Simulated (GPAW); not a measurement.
# Optical response of SrPd2N2 (model structure), part 2 of 2

Aim: the dielectric function of SrPd2N2 (model structure), and the optical constants that follow from it. The cell was made here by substitution or stacking, whether or not such a phase is known. It was built so: All P replaced by N in the I4/mmm structure of SrP2Pd2. The cell given below was relaxed beforehand with Ansatz.

GPAW 26.7.0; DFT, PBE, plane-wave PAW (GPAW data sets), scalar-relativistic, RPA, optical limit.

So far. Step 2 (Ground state): There are states at the Fermi level within the smearing, so the occupations stay smeared and the carriers get a Drude term.

## 4. Dielectric function, RPA

Local fields let the induced charge screen the field inside the cell, which as a rule lowers ε, most along directions where the density is uneven.

This step: DFT, PBE, plane-wave PAW (GPAW data sets), scalar-relativistic, RPA, optical limit (GPAW 26.7.0).

df.py reads:

```python
from gpaw.response.df import DielectricFunction

df = DielectricFunction('full.gpw', frequencies={'type': 'nonlinear', 'domega0': 0.03, 'omega2': 8},
                        ecut=50,
                        eta=0.1,
                        nbands=55,
                        rate=0.05,
                        txt='df.txt')
for direction in ['x', 'z']:
    df.get_dielectric_function(xc='RPA', direction=direction, filename=f'df_{direction}.csv')
```

Started as:

```
OMP_NUM_THREADS=1 python df.py
```

Numbers of over 12 decimals in the logs are rounded to 6 here.

What it wrote:

```text
Using integrator: PointIntegrator
NonLinearFrequencyDescriptor(from 0.000 to 73.623 eV, 511 points)
Nonperiodic BCs:  [False False False]
Using integrator: PointIntegrator
NonLinearFrequencyDescriptor(from 0.000 to 73.623 eV, 511 points)
Nonperiodic BCs:  [False False False]
Using integrator: PointIntegrator

Calculating chi0 body with:
    Ground state adapter containing:
    Number of spins: 1
    Number of kpoints: 1728
    Number of irreducible kpoints: 163
    Number of completely occupied states: 24
    Number of partially occupied states: 28

    Linear response parametrization:
    q_c: [0.0, 0.0, 0.0]
    Number of frequency points: 511
    Planewave cutoff: 50.0
    Number of bands: 55
    Number of planewaves: 63
    Broadening (eta): 0.1

Integrating chi0 body.

Symmetries of q_c:
    Direct symmetries (Uq -> q): 16
    Indirect symmetries (TUq -> q): 0
In total 16 allowed symmetries.

163 groups of equivalent kpoints. 90.567130% reduction.

Integral kind: spectral function

Calculating chi0 optical extensions with:
    Ground state adapter containing:
    Number of spins: 1
    Number of kpoints: 1728
    Number of irreducible kpoints: 163
    Number of completely occupied states: 24
    Number of partially occupied states: 28

    Linear response parametrization:
    Number of frequency points: 511
    Planewave cutoff: 50.0
    Number of bands: 55
    Number of planewaves: 63
    Broadening (eta): 0.1
Integrating chi0 head and wings.

Symmetries of q_c:
    Direct symmetries (Uq -> q): 16
    Indirect symmetries (TUq -> q): 0
In total 16 allowed symmetries.

163 groups of equivalent kpoints. 90.567130% reduction.

Integral kind: spectral function wings

Calculating drude chi0 with:
    Number of frequency points:511
    Plasma frequency decay rate: 0.05 eV

    Ground state adapter containing:
    Number of spins: 1
    Number of kpoints: 1728
    Number of irreducible kpoints: 163
    Number of completely occupied states: 24
    Number of partially occupied states: 28

Symmetries of q_c:
    Direct symmetries (Uq -> q): 16
    Indirect symmetries (TUq -> q): 0
In total 16 allowed symmetries.

163 groups of equivalent kpoints. 90.567130% reduction.

Integral kind: intraband
Plasma frequency:
[[3.34-0.j 0.  -0.j 0.  +0.j]
 [0.  -0.j 3.34-0.j 0.  -0.j]
 [0.  +0.j 0.  -0.j 3.29-0.j]]
```

It took 2.6 min on 1 thread of Arm Neoverse V2, shared host; peak memory 0.39 GiB.

Sum at mesh points, not converged in k. The Im ε by photon energy; read off at these points:

```
photon energy (eV)  E ∥ x  E ∥ z
              0.50   57.1   29.6
              1.00   20.9   18.7
              1.50   11.7   18.2
              1.63   10.5   20.4
              2.00   10.2   13.8
              2.43   13.1   12.4
              2.50   12.6   12.3
              3.00   6.36   9.81
              3.50   3.76   7.47
              4.00   3.81   7.24
              4.50   2.62   5.04
              5.00   2.36   3.73
              5.50   2.07   2.35
              6.00   2.12   2.28
              6.50   2.13   2.68
              7.00   1.86   3.56
              7.50   1.85   2.99
              8.00   1.45   2.81
              8.50   1.22   2.01
              9.00   1.14   1.85
              9.50   1.20   1.44
             10.00   1.25   1.13
             10.50   1.25   1.39
             11.00   1.62   1.17
             11.50   1.74   1.07
             12.00   2.14  0.991
             12.26   2.57  0.951
             12.50   2.44  0.937
             13.00   1.98  0.969
             13.50   1.59  0.794
             14.00   1.59  0.836
             14.50   1.16  0.993
             15.00  0.976   1.16
             15.50  0.900  0.981
             16.00  0.919   1.05
             16.50  0.797   1.05
             17.00  0.840  0.844
             17.50  0.958   1.03
             18.00  0.830   1.13
             18.50  0.902   1.20
             19.00  0.865  0.862
             19.50  0.847  0.931
             20.00  0.897  0.994
             20.50  0.867   1.07
             21.00  0.931   1.07
             21.50  0.953   1.08
             22.00  0.957   1.17
```

Values under 1 per cm are given as 1; sum at mesh points, not converged in k. Table of absorption coefficient by photon energy:

```
photon energy (eV)  E ∥ x (1/cm)  E ∥ z (1/cm)
              1.01         4.3e5         2.7e5
              1.99         4.4e5         5.7e5
              3.02         7.7e5         7.4e5
              3.98         6.7e5         8.7e5
              4.98         5.9e5         8.4e5
              6.02         6.0e5         6.5e5
              6.99         6.3e5         9.8e5
              8.03         6.0e5         1.1e6
              9.02         4.7e5         9.4e5
             10.03         5.2e5         7.5e5
             11.03         6.8e5         7.8e5
             12.02         9.0e5         7.1e5
             13.00         1.2e6         7.0e5
             14.04         1.1e6         5.9e5
             14.96         9.1e5         8.5e5
             16.03         8.3e5         8.3e5
             16.96         7.5e5         7.5e5
             18.05         7.9e5         9.7e5
             18.97         8.6e5         8.9e5
             20.06         9.3e5         9.9e5
             20.95         9.8e5         1.1e6
             22.02         1.1e6         1.3e6
```

Sum at mesh points, not converged in k. Im ε, E ∥ x against photon energy; read off at these points:

```
photon energy (eV)  without local fields  with local fields
              0.50                  57.6               57.1
              1.00                  21.3               20.9
              1.50                  12.1               11.7
              2.00                  10.8               10.2
              2.43                  13.6               13.1
              2.50                  13.0               12.6
              3.00                  6.43               6.36
              3.50                  3.90               3.76
              4.00                  3.91               3.81
              4.50                  2.69               2.62
              5.00                  2.47               2.36
              5.50                  2.22               2.07
              6.00                  2.20               2.12
              6.50                  2.19               2.13
              7.00                  1.89               1.86
              7.50                  1.92               1.85
              8.00                  1.46               1.45
              8.50                  1.30               1.22
              9.00                  1.24               1.14
              9.50                  1.33               1.20
             10.00                  1.37               1.25
             10.50                  1.51               1.25
             11.00                  2.40               1.62
             11.50                  2.67               1.74
             12.00                  3.14               2.14
             12.10                  3.33               2.40
             12.50                  2.27               2.44
             13.00                  1.65               1.98
             13.50                  1.37               1.59
             14.00                  1.45               1.59
             14.50                  1.01               1.16
             15.00                 0.909              0.976
             15.50                 0.867              0.900
             16.00                 0.885              0.919
             16.50                 0.775              0.797
             17.00                 0.842              0.840
             17.50                 0.989              0.958
             18.00                 0.919              0.830
             18.50                 0.927              0.902
             19.00                 0.973              0.865
             19.50                  1.16              0.847
             20.00                  1.26              0.897
             20.50                  1.29              0.867
             21.00                  1.42              0.931
             21.50                  1.51              0.953
             22.00                  1.54              0.957
```

The loss function −Im 1/ε at q → 0 has structure finer than the step of the table below, so its rows give means over 0.5 eV, whole bins alone (the curve runs from 0.305 to 22.2 eV). Peaks (eV: height): E ∥ x 8.15: 0.678, 15.05: 0.920; E ∥ z 6.18: 0.468, 10.10: 0.924, 12.10: 0.886, 16.75: 0.704, 18.85: 0.794.

Sum at mesh points, not converged in k. Loss function −Im 1/ε at q → 0 against energy loss; means over each step:

```
energy loss (eV)   E ∥ x   E ∥ z
             1.0  0.0357  0.0537
             1.5  0.0740  0.0505
             2.0  0.0968  0.0678
             2.5  0.0790  0.0823
             3.0   0.102  0.0973
             3.5   0.190   0.128
             4.0   0.240   0.135
             4.5   0.335   0.152
             5.0   0.430   0.235
             5.5   0.470   0.361
             6.0   0.465   0.447
             6.5   0.456   0.323
             7.0   0.520   0.282
             7.5   0.515   0.337
             8.0   0.634   0.361
             8.5   0.635   0.462
             9.0   0.526   0.530
             9.5   0.432   0.658
            10.0   0.417   0.855
            10.5   0.374   0.712
            11.0   0.338   0.814
            11.5   0.341   0.839
            12.0   0.298   0.864
            12.5   0.377   0.804
            13.0   0.499   0.798
            13.5   0.617   0.740
            14.0   0.621   0.584
            14.5   0.814   0.543
            15.0   0.907   0.602
            15.5   0.843   0.606
            16.0   0.816   0.593
            16.5   0.791   0.654
            17.0   0.673   0.620
            17.5   0.672   0.540
            18.0   0.674   0.541
            18.5   0.666   0.661
            19.0   0.666   0.722
            19.5   0.641   0.622
            20.0   0.653   0.599
            20.5   0.649   0.599
            21.0   0.630   0.639
            21.5   0.677   0.642
```

The reflectivity at normal incidence has structure finer than the step of the table below, so its rows give means over 0.5 eV, whole bins alone (the curve runs from 0.305 to 22.2 eV). Peaks (eV: height): E ∥ x 2.94: 57.2, 12.67: 17.4; E ∥ z 1.88: 53.0, 4.56: 51.5, 8.15: 30.0.

Sum at mesh points, not converged in k. Table of reflectivity at normal incidence by photon energy; means over each step:

```
photon energy (eV)  E ∥ x (%)  E ∥ z (%)
               1.0       67.7       49.5
               1.5       54.9       48.8
               2.0       42.7       49.6
               2.5       50.3       45.8
               3.0       55.5       46.6
               3.5       45.6       43.0
               4.0       37.6       42.2
               4.5       33.2       48.1
               5.0       25.2       39.8
               5.5       17.7       32.3
               6.0       17.8       20.5
               6.5       15.6       16.4
               7.0       15.5       26.3
               7.5       13.4       25.3
               8.0       12.6       27.6
               8.5       8.52       26.9
               9.0       5.89       23.6
               9.5       5.93       23.7
              10.0       6.21       16.8
              10.5       5.99       12.6
              11.0       7.73       13.7
              11.5       8.38       11.0
              12.0       11.2       9.61
              12.5       16.2       7.50
              13.0       16.5       7.31
              13.5       14.6       5.03
              14.0       13.4       4.09
              14.5       14.3       5.00
              15.0       10.4       6.44
              15.5       7.54       5.39
              16.0       7.15       5.81
              16.5       5.61       6.28
              17.0       4.70       4.55
              17.5       5.49       4.96
              18.0       4.87       6.01
              18.5       5.14       7.99
              19.0       4.89       5.77
              19.5       4.69       5.02
              20.0       5.08       5.35
              20.5       4.84       6.05
              21.0       5.16       6.67
              21.5       5.84       6.70
```

Optical constants at common wavelengths, from n + ik = √ε:

```
wavelength (nm)   n x    k x  R (%) x  1/α x   n z    k z  R (%) z  1/α z
            800  1.99  2.845     53.3  22 nm  3.65  2.687     49.4  24 nm
            633  2.27  2.182     41.3  23 nm  2.56  2.918     51.7  17 nm
            532  2.49  2.471     45.5  17 nm  2.52  2.461     45.4  17 nm
            405  1.17  2.448     56.2  13 nm  1.98  2.414     46.2  13 nm
            365  0.99  1.964     49.4  15 nm  1.75  2.247     44.5  13 nm
            308  1.12  1.670     38.5  15 nm  1.65  2.165     43.7  11 nm
            193  1.17  0.900     15.2  17 nm  1.37  0.888     14.5  17 nm
```

A polished face would reflect 46 % of daylight and look light grey (CIE x = 0.304, y = 0.316 under D65).

## 5. Summary of results

At this level (PBE, RPA) SrPd2N2 is a metal. The mesh is too coarse to trust the carriers' weight, the reflectivity or the colour to better than tens of per cent. A polished face would reflect 46 % of daylight and look light grey (CIE x = 0.304, y = 0.316 under D65). The carriers' damping of 0.05 eV is typed, not computed; it shapes the response at the lowest energies. The curves end at 22 eV, about where the summed bands run out. In this version of GPAW the matrix elements of the optical limit are incomplete, which can lower ε − 1 by up to a tenth where first-row anions or d states rule, and shift it by more in d metals. GPAW's carrier term has the form −ωp²/(ω + i·rate)², which damps like twice the rate and fails at low energy, so the curves leave the lowest energies out. The sum runs over mesh points 0.19 Å⁻¹ apart with no interpolation, so peaks are partly noise of the mesh, and the Drude plasma energy, a sum over the Fermi surface, isn't converged.

[Machine, clock and banner lines and Python warnings are left out of the logs.]

[Logs are printed without paths, hosts, clocks, repeated set-up lines and the standing remarks that a program may print on its own settings, such as how far it seeks lower states.]

[Hosts, paths, dates, database ids (printed as entryN), source tags and the programs' standing remarks are cut or masked in the printed files.]
